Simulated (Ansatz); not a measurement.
# CaSiS3 (model cell, started as cubic perovskite with Si in the octahedra): a soft mode frozen in

Wanted: the energy along a soft mode of CaSiS3 (model cell, started as cubic perovskite with Si in the octahedra) and the structure at the end.

Method: DFT LDA, scalar-relativistic, plane waves, PAW; PAW set soft_1, in Ansatz 0.2.0.

Most raw output is cut from this account.

The structure was built from a prototype and need not be the compound's stable phase.

**1. Starting point**

Symmetry: Pm-3m, No. 221, cubic system. The conventional cell has a = 4.521 Å, b = 4.521 Å, c = 4.521 Å, α = 90.00°, β = 90.00°, γ = 90.00°. Ca has 12 S at 3.20 Å nearest. Si has 6 S at 2.26 Å nearest. Nearest to S lie 2 Si at 2.26 Å and 4 Ca at 3.20 Å. Farther neighbours and most contacts between anions are not listed.

**2. Phonons on a q mesh**

The cell comes from relaxations at this level that are not shown. Stability and thermal properties need the whole zone. Linear response on a 4×4×4 q mesh gives force constants as far as a supercell of that size would.

Input file input.yaml:

```yaml
crystal:
  lattice:
    - [4.5206973037, 0.0, 0.0]
    - [0.0, 4.5206973037, 0.0]
    - [0.0, 0.0, 4.5206973037]
  atoms:
    - { symbol: Ca, position: [0.0, 0.0, 0.0] }
    - { symbol: Si, position: [0.5, 0.5, 0.5] }
    - { symbol: S, position: [0.5, 0.5, 0.0] }
    - { symbol: S, position: [0.5, 0.0, 0.5] }
    - { symbol: S, position: [0.0, 0.5, 0.5] }
kpoints:
  mp_grid: { grid: [8, 8, 8] }
hamiltonian:
  xc: lda
  pseudopotentials: { kind: paw, azcp: { folder: soft_1 }, xc_functional: pbe }
scf:
  occupations: { method: methfessel_paxton, width: 0.2 }
output:
  eigenvalues: true
phonons:
  method: dfpt
  qmesh: [4, 4, 4]
  temperatures: { t_max: 1000, t_step: 50 }
  qpath:
    path:
      - [[0.0, 0.0, 0.0], [0.0, 0.5, 0.0], [0.5, 0.5, 0.0], [0.0, 0.0, 0.0], [0.5, 0.5, 0.5], [0.0, 0.5, 0.0]]
      - [[0.5, 0.5, 0.5], [0.5, 0.5, 0.0]]
    npoints: 10
```

Started as:

```sh
$ ansatz run input.yaml --threads 4 --pin off --max-ram 16384MiB --backend cpu --events-out ev --progress --plain --runs-dir out
```

Elapsed: 11 min, on 4 threads of Arm Neoverse V1, shared host; peak memory 2.2 GiB; 42 min of CPU time.

Numbers from this step:

- volume per atom: 18.48 Å³
- gap on the k-mesh: 0 eV
- sum-rule residual before enforcement: 7.96e-5 eV/Å²
- lowest frequency on the path: -181.9 cm⁻¹
- point group: m-3m
- highest frequency on the path or at a solved wavevector: 416.4 cm⁻¹
- highest optical mode at the zone centre (no LO-TO term): 361.7 cm⁻¹
- lowest optical zone-centre mode: -131.2 cm⁻¹
- lowest mode on the q mesh (acoustic modes at Γ apart): -181.9 cm⁻¹

Frequencies (cm⁻¹) solved at each irreducible wavevector; negative means imaginary. Frequencies by wavevector, by row:

```tsv
q in reciprocal lattice units	star	mode 1	mode 2	mode 3	mode 4	mode 13	mode 14	mode 15
0 0 0	1	-131.2	-131.2	-131.2	-77.3	361.7	361.7	361.7
0 0 0.25	6	-125.5	-118.3	-118.3	-98.7	337.4	356.9	356.9
0 0 -0.5	3	-124.8	-103.9	-95.7	-95.7	326.6	354.2	354.2
0 0.25 0.25	12	-160	-125.7	-106.4	-96	317.2	352.1	368.8
0 0.25 -0.5	12	-169.4	-134.4	-115.4	-86.9	321.6	349.8	370.4
0 -0.5 -0.5	3	-167	-143	-143	-70.3	337.2	347.6	364.8
0.25 0.25 0.25	8	-156.8	-156.8	-155.7	-71	315.3	315.3	398.6
0.25 0.25 -0.5	12	-172	-169.6	-154.3	-67.5	309.8	335.1	403.2
0.25 -0.5 -0.5	6	-173	-173	-172.9	-57.8	349.8	349.8	407.4
-0.5 -0.5 -0.5	1	-181.9	-181.9	-181.9	-52.5	363.7	363.7	413.3
```

Interpolated from a 4×4×4 q mesh. Phonon branches along the path, in cm⁻¹:

```tsv
point	branch 1	branch 2	branch 3	branch 4	branch 12	branch 13	branch 14	branch 15
Γ	-131	-131	-131	-77	40	362	362	362
halfway	-126	-118	-118	-99	188	337	357	357
X	-125	-104	-96	-96	307	327	354	354
halfway	-169	-134	-115	-87	295	322	350	370
M	-167	-143	-143	-70	337	337	348	365
halfway	-160	-126	-106	-96	213	317	352	369
Γ	-131	-131	-131	-77	40	362	362	362
halfway	-157	-157	-156	-71	236	315	315	399
R	-182	-182	-182	-52	364	364	364	413
halfway	-172	-170	-154	-68	285	310	335	403
X	-125	-104	-96	-96	307	327	354	354
jump to R	-182	-182	-182	-52	364	364	364	413
halfway	-173	-173	-173	-58	290	350	350	407
M	-167	-143	-143	-70	337	337	348	365
```

Symmetry leaves 10 wavevectors to solve. The lowest mode among them, the acoustic zeros apart, lies at q = (-0.5, -0.5, -0.5) and is imaginary, 181.9i cm⁻¹, so the energy falls along it.

**3. The mode frozen in, largest atomic shift 0 Å**

The mode followed lies at q = (-0.5, -0.5, -0.5) with frequency 181.9i cm⁻¹ and is 3-fold degenerate, the softest among the wavevectors solved. At small amplitude the distorted cell has space group no. 140 by a symmetry search on the positions. The undistorted cell that holds it gives the zero of energy on the same k mesh.

System of this step: CaSiS3 (model cell, started as cubic perovskite with Si in the octahedra). The structure is cubic, space group Pm-3m (No. 221). The conventional cell has a = 4.521 Å, b = 4.521 Å, c = 4.521 Å, α = 90.00°, β = 90.00°, γ = 90.00°. Nearest to Ca lie 12 S at 3.20 Å. Nearest to Si lie 6 S at 2.26 Å. Nearest to S lie 2 Si at 2.26 Å and 4 Ca at 3.20 Å. Farther neighbours and most contacts between anions are not listed.

input.yaml, the sections that differ from step 2:

```yaml
crystal:
  lattice:
    - [4.5206973037, 4.5206973037, 0.0]
    - [4.5206973037, 0.0, 4.5206973037]
    - [4.5206973037, 0.0, -4.5206973037]
  atoms:
    - { symbol: Ca, position: [0.0, 0.0, 0.0] }
    - { symbol: Ca, position: [0.0, 0.5, 0.5] }
    - { symbol: Si, position: [0.5, 0.25, 0.75] }
    - { symbol: Si, position: [0.5, 0.75, 0.25] }
    - { symbol: S, position: [0.5, 0.0, 1.0] }
    - { symbol: S, position: [0.5, 0.5, 0.5] }
    - { symbol: S, position: [0.0, 0.5, 0.0] }
    - { symbol: S, position: [0.0, 0.0, 0.5] }
    - { symbol: S, position: [0.5, 0.5, 0.0] }
    - { symbol: S, position: [0.5, 0.0, 0.5] }
output:
  forces: true
  stress: true
  eigenvalues: true
# kpoints, hamiltonian, scf: as in step 2
# phonons: removed
```

Elapsed: 4.1 s, on 4 threads; peak memory 0.56 GiB.

This step gave:

```yaml
pressure: 0.03141 GPa
energy_from_the_undistorted_cell: 0 meV/atom
```

The run ends at a pressure of 0.03 GPa.

**4. The mode frozen in, largest atomic shift 0.6 Å**

The atoms are moved along the unstable eigenvector, the largest shift by 0.6 Å, with the cell fixed.

input.yaml, the sections that differ from step 3:

```yaml
crystal:
  lattice:
    - [4.5206973037, 4.5206973037, 0.0]
    - [4.5206973037, 0.0, 4.5206973037]
    - [4.5206973037, 0.0, -4.5206973037]
  atoms:
    - { symbol: Ca, position: [0.0, 0.0, 0.0] }
    - { symbol: Ca, position: [0.0, 0.5, 0.5] }
    - { symbol: Si, position: [0.5, 0.25, 0.75] }
    - { symbol: Si, position: [0.5, 0.75, 0.25] }
    - { symbol: S, position: [0.5, -0.0663614438, 0.9336385562] }
    - { symbol: S, position: [0.5, 0.5663614438, 0.5663614438] }
    - { symbol: S, position: [0.0, 0.5, 0.0] }
    - { symbol: S, position: [0.0, 0.0, 0.5] }
    - { symbol: S, position: [0.5, 0.4336385562, 0.0663614438] }
    - { symbol: S, position: [0.5, 0.0663614438, 0.4336385562] }
# kpoints, hamiltonian, scf, output: as in step 3
```

Wall time 8.2 s (4 threads); peak memory 0.68 GiB; 32 s of CPU time.

Numbers from this step:

| Item | Value |
| --- | --- |
| pressure | -1.229 GPa |
| energy from the undistorted cell | -99.13 meV/atom |

The energy, extrapolated to zero smearing, is -99.13 meV/atom against the undistorted cell.

The run ends at a pressure of -1.23 GPa, with forces up to 0.081 eV/Å.

**5. Energy along the mode, all amplitudes (two of the runs are shown above)**

An imaginary frequency means negative curvature, so the energy should fall and then rise again as anharmonic terms take over.

This step gave:

- depth at the lowest point sampled: 99.13 meV/atom
- largest atomic shift at that point: 0.6 Å

Energy from the parent against largest atomic shift:

```tsv
largest atomic shift (Å)	energy from the parent (meV/atom)
0.000	0
0.040	-1.02
0.080	-4.20
0.140	-13.0
0.220	-30.5
0.320	-56.3
0.450	-86.4
0.600	-99.1
```

Displacement at unit largest shift by atom:

```tsv
atom	x (Å)	y (Å)	z (Å)	size
Ca1	0.00	0.00	0.00	0.00
Ca2	0.00	0.00	0.00	0.00
Si3	0.00	0.00	0.00	0.00
Si4	0.00	0.00	0.00	0.00
S5	-1.00	0.00	0.00	1.00
S6	1.00	0.00	0.00	1.00
S7	0.00	0.00	0.00	0.00
S8	0.00	0.00	0.00	0.00
S9	0.00	0.00	-1.00	1.00
S10	0.00	0.00	1.00	1.00
```

The lowest of the steps tried is the last one, at 0.6 Å, 99.1 meV/atom below the parent; the bottom of the well need not coincide with a step.

**6. Relaxing from the distorted cell**

Starting from the lowest point found, all atoms and the cell are let go, so that strain and other modes of the same symmetry can join in.

Edit input.yaml of step 4 so:

```diff
@@ -27 +27,10 @@
   eigenvalues: true
+  write_density: true
+  write_potential: true
+  elf: true
+  volumetric_format: npy
+relax:
+  adjacent_minimum: "off"
+  f_tol: 0.002
+  max_steps: 120
+  cell: { stress_tol: 0.03 }
```

It took 78 s on 4 threads; peak memory 0.72 GiB; 5.1 min of CPU time.

Step by step:

```tsv
step	energy less that of the first step (eV)	largest force component (eV/Å)	pressure (GPa)	volume (Å³)
1	0.0000	0.0815	-1.23	184.78
2	-0.3089	0.1053	-0.05	180.29
3	-0.6159	0.0063	-0.24	179.48
4	-0.6215	0.0714	0.56	177.96
5	-0.6250	0.0272	0.15	178.81
6	-0.6251	0.0126	-0.11	179.31
7	-0.6253	0.0000	0.00	179.10
8*	-0.6256	0.0003	0.01	179.10
9	-0.6256	0.0000	0.00	179.12
10*	-0.6256	0.0000	0.00	179.12
```

Relaxation steps marked * repeat the geometry before them on a plane-wave basis chosen anew for their cell, so energy and pressure can jump there.

Forces are held to the 16 operations that the run works with; a distortion that breaks them can't arise in this run.

```tsv
conventional cell, symmetrised	before	after	change
a (Å)	6.393	6.062	-5.2 %
b (Å)	6.393	6.062	-5.2 %
c (Å)	9.041	9.750	+7.8 %
volume (Å³/atom)	18.48	17.91	-3.1 %
```

The atoms that moved most (Å, as changes of fractional coordinates times the final cell):

```tsv
atom	dx	dy	dz	length
S10	0.000	0.000	0.071	0.071
S9	0.000	0.000	-0.071	0.071
S5	-0.071	0.000	0.000	0.071
S6	0.071	0.000	0.000	0.071
```

Numbers from this step:

* pressure: 6.17e-4 GPa
* volume per atom: 17.91 Å³
* gap on the k-mesh: 0.2511 eV

Electrostatic potential energy in the ac plane of the conventional cell at fractional y = 0.000, with atoms of Ca and Si and S within 0.2 Å of it. With pseudopotentials it is smooth inside the atoms' cores, unlike the true potential.

Ten even steps from '_' (-41 eV) to '@' (11 eV), each cell a mean:
```
==::**%%@@@@@@@@@@@@@@@@@@@@##----
--++%%@@@@@@@@@@@@@@@@@@@@@@%%**==
%%%%@@@@@@@@@@@@@@@@@@@@@@@@@@@@%%
##%%@@@@@@@@%%##**##%%@@@@@@@@@@##
..==%%@@@@@@##--....++%%@@@@@@**::
--..**@@@@%%++______::##@@@@%%--..
....**@@@@%%++______--##@@@@%%--..
--**%%@@@@@@%%++--==**%%@@@@@@##==
%%%%@@@@@@@@@@%%%%%%@@@@@@@@@@@@%%
**##@@@@@@@@@@@@@@@@@@@@@@@@@@%%##
::--##@@@@@@@@@@@@@@@@@@@@@@%%++::
##::++%%@@@@@@@@@@@@@@@@@@@@##::==
==::**%%@@@@@@@@@@@@@@@@@@@@##----
--++%%@@@@@@@@@@@@@@@@@@@@@@%%**==
%%%%@@@@@@@@@@@@@@@@@@@@@@@@@@@@%%
##%%@@@@@@@@%%##**##%%@@@@@@@@@@##
..==%%@@@@@@##--....++%%@@@@@@**::
--..**@@@@%%++______::##@@@@%%--..
....**@@@@%%++______--##@@@@%%--..
--**%%@@@@@@%%++--==**%%@@@@@@##==
%%%%@@@@@@@@@@%%%%%%@@@@@@@@@@@@%%
**##@@@@@@@@@@@@@@@@@@@@@@@@@@%%##
::--##@@@@@@@@@@@@@@@@@@@@@@%%++::
**::++%%@@@@@@@@@@@@@@@@@@@@##::==
```
Columns run along a (6.1 Å; values clipped at the 3rd and 97th percentile), rows up along c (9.7 Å), edges of the conventional cell, whose origin can differ from the input's. Atoms in or near the plane, at fractional coordinates: Ca at (0.50, 0.75), Ca at (0.50, 0.25), Si at (0.00, 0.00), Si at (0.00, 0.50), S at (0.00, 0.75), S at (0.00, 0.25).

Valence density in the ac plane of the conventional cell at fractional y = 0.000, with atoms of Ca and Si and S within 0.2 Å of it. It is the smooth field of the valence electrons, not physical close to the nuclei.

Values in e/Å³, 13 rows by 16 columns, each cell a mean:
```
0.3 0.3 0.3 0.3 0.3 0.3 0.2 0.2 0.2 0.2 0.3 0.3 0.3 0.3 0.3 0.3
0.5 0.4 0.2 0.1 0.1 0.1 0.1 0.2 0.2 0.2 0.1 0.1 0.1 0.2 0.3 0.4
0.9 0.9 0.6 0.2 0.1 0.2 1.2 3.2 3.7 2.1 0.5 0.1 0.1 0.4 0.8 0.9
0.7 1.0 0.7 0.3 0.1 0.3 1.7 4.4 5.1 2.9 0.7 0.1 0.2 0.4 0.9 0.9
0.6 0.5 0.3 0.1 0.1 0.1 0.2 0.5 0.6 0.3 0.1 0.1 0.1 0.2 0.4 0.6
0.3 0.3 0.3 0.2 0.2 0.2 0.2 0.2 0.1 0.2 0.2 0.2 0.2 0.2 0.3 0.3
0.2 0.3 0.4 0.3 0.3 0.3 0.3 0.2 0.2 0.3 0.3 0.3 0.3 0.4 0.3 0.2
0.4 0.3 0.2 0.2 0.2 0.2 0.2 0.1 0.1 0.2 0.2 0.2 0.2 0.2 0.3 0.3
0.8 0.6 0.3 0.1 0.1 0.1 0.4 1.0 1.2 0.6 0.2 0.1 0.1 0.2 0.5 0.7
0.5 1.1 0.7 0.3 0.1 0.3 2.0 5.0 5.8 3.4 0.8 0.2 0.2 0.5 1.0 0.8
0.9 0.8 0.4 0.2 0.1 0.2 0.8 2.1 2.5 1.3 0.3 0.1 0.1 0.3 0.7 0.9
0.4 0.3 0.2 0.1 0.1 0.1 0.1 0.1 0.1 0.1 0.1 0.1 0.1 0.2 0.3 0.4
0.2 0.3 0.3 0.3 0.3 0.3 0.3 0.2 0.2 0.2 0.3 0.3 0.3 0.3 0.3 0.2
```
Columns run along a (6.1 Å), rows up along c (9.7 Å), edges of the conventional cell, whose origin can differ from the input's. Atoms in or near the plane, at fractional coordinates: Ca at (0.50, 0.75), Ca at (0.50, 0.25), Si at (0.00, 0.00), Si at (0.00, 0.50), S at (0.00, 0.75), S at (0.00, 0.25).

ELF in the ac plane of the conventional cell at fractional y = 0.000, with atoms of Ca and Si and S within 0.2 Å of it. It is the smooth field of the valence electrons, not physical close to the nuclei.

Ten even steps from '_' (0.06) to '@' (0.86), each cell a mean:
```
----++====**##==..--****++==++==--
++==--::--++**--..::++**==::--==++
##**::....::::..____..::..__..==##
@@%%++::______--++==..____..==##%%
**%%@@**..__==%%@@@@##..__==%%@@##
__++@@%%--..##@@@@@@@@==..**@@%%::
..**@@%%::..**@@@@@@%%--..**@@@@--
%%@@%%++..__::##%%%%++____--##%%%%
%%##==..______......________::++%%
##++::..::--==::__..--==::....==**
======--==****==..::****++--======
==--++++++**##==..--**##++++++==--
----++====**##==..--****++==++==--
++==--::--++**--..::++**==::--==++
##**::....::::______..::......==##
@@%%++::______--====..____..==##%%
**%%@@**..__==%%@@@@##..__==%%@@##
__++@@%%--..##@@@@@@@@==..**@@%%::
..**@@%%::..**@@@@@@%%--__**@@@@--
%%@@%%++..__::##%%%%++____--##%%%%
%%##==..________....________::++%%
##++::..::--==..__..--==::..::==**
======--==****==..::****++--======
==--++++++**##++::--**##++==++==--
```
Columns run along a (6.1 Å), rows up along c (9.7 Å), edges of the conventional cell, whose origin can differ from the input's. Atoms in or near the plane, at fractional coordinates: Ca at (0.50, 0.75), Ca at (0.50, 0.25), Si at (0.00, 0.00), Si at (0.00, 0.50), S at (0.00, 0.75), S at (0.00, 0.25).

The distorted start has space group I4/mcm; the relaxation ends in I4/mcm.

(Part 1 of 2 ends here.)

[Logs are printed without paths, hosts, clocks, repeated set-up lines and the standing remarks that a program may print on its own settings, such as how far it seeks lower states.]

[Hosts, paths, dates, database ids (printed as entryN), source tags and the programs' standing remarks are cut or masked in the printed files.]
